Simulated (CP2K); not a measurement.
Consider 2-acetylpyridine at its PBE geometry (Å).

```xyz
16

C    -2.5586    0.8129    0.3939
C    -1.7395   -0.3875   -0.0084
O    -2.2506   -1.4686   -0.3016
C    -0.2397   -0.2276   -0.0483
C     0.5613   -1.3222   -0.4020
C     1.9430   -1.1523   -0.4417
C     2.4723    0.1013   -0.1246
C     1.5918    1.1332    0.2180
N     0.2582    0.9882    0.2581
H    -3.6195    0.5461    0.3883
H    -2.2525    1.1709    1.3867
H    -2.3652    1.6477   -0.2942
H     0.0807   -2.2705   -0.6368
H     2.5983   -1.9793   -0.7155
H     3.5466    0.2822   -0.1427
H     1.9735    2.1254    0.4708
```

Method: CP2K XAS_TDP, all-electron GAPW, PBEh(45%), aug-cc-pVDZ, TDA, GW2X-corrected core level, no relativity.

Question: Predict the bright core excitations at the O K edge.

Leading lines: O3 530.79 eV. The leading line of an atom is its first one with 35 % of the strongest within 2.5 eV of its lowest line over the strength cut. Core ionisation energies at this level: O3 537.54 eV.

The first six lines of each atom with a strength over 0.0015:

```csv
atom,energy (eV),states,"strength, one atom",above the computed threshold
O3 (bonded to C),530.79,1,0.0409,
,536.20,1,0.0035,
,539.29,2,0.0015,yes
,539.73,1,0.0039,yes
,539.97,1,0.0018,yes
,540.21,1,0.0018,yes
```

Lines are vertical, at one geometry, with no vibrational structure. GW2X ionisation energies and lines can be off by 1 to 2 eV either way, and a good line position may hide errors that cancel. These values hold no scalar relativity, about 0.4 eV for O 1s. Rydberg lines, and the discretised continuum above threshold, depend on the basis and the box.

[Banner, clock and machine lines of the logs are left out without a mark of their own.]

[Logs are printed without paths, hosts, clocks, repeated set-up lines and the standing remarks that a program may print on its own settings, such as how far it seeks lower states.]

[Hosts, paths, dates, database ids (printed as entryN), source tags and the programs' standing remarks are cut or masked in the printed files.]
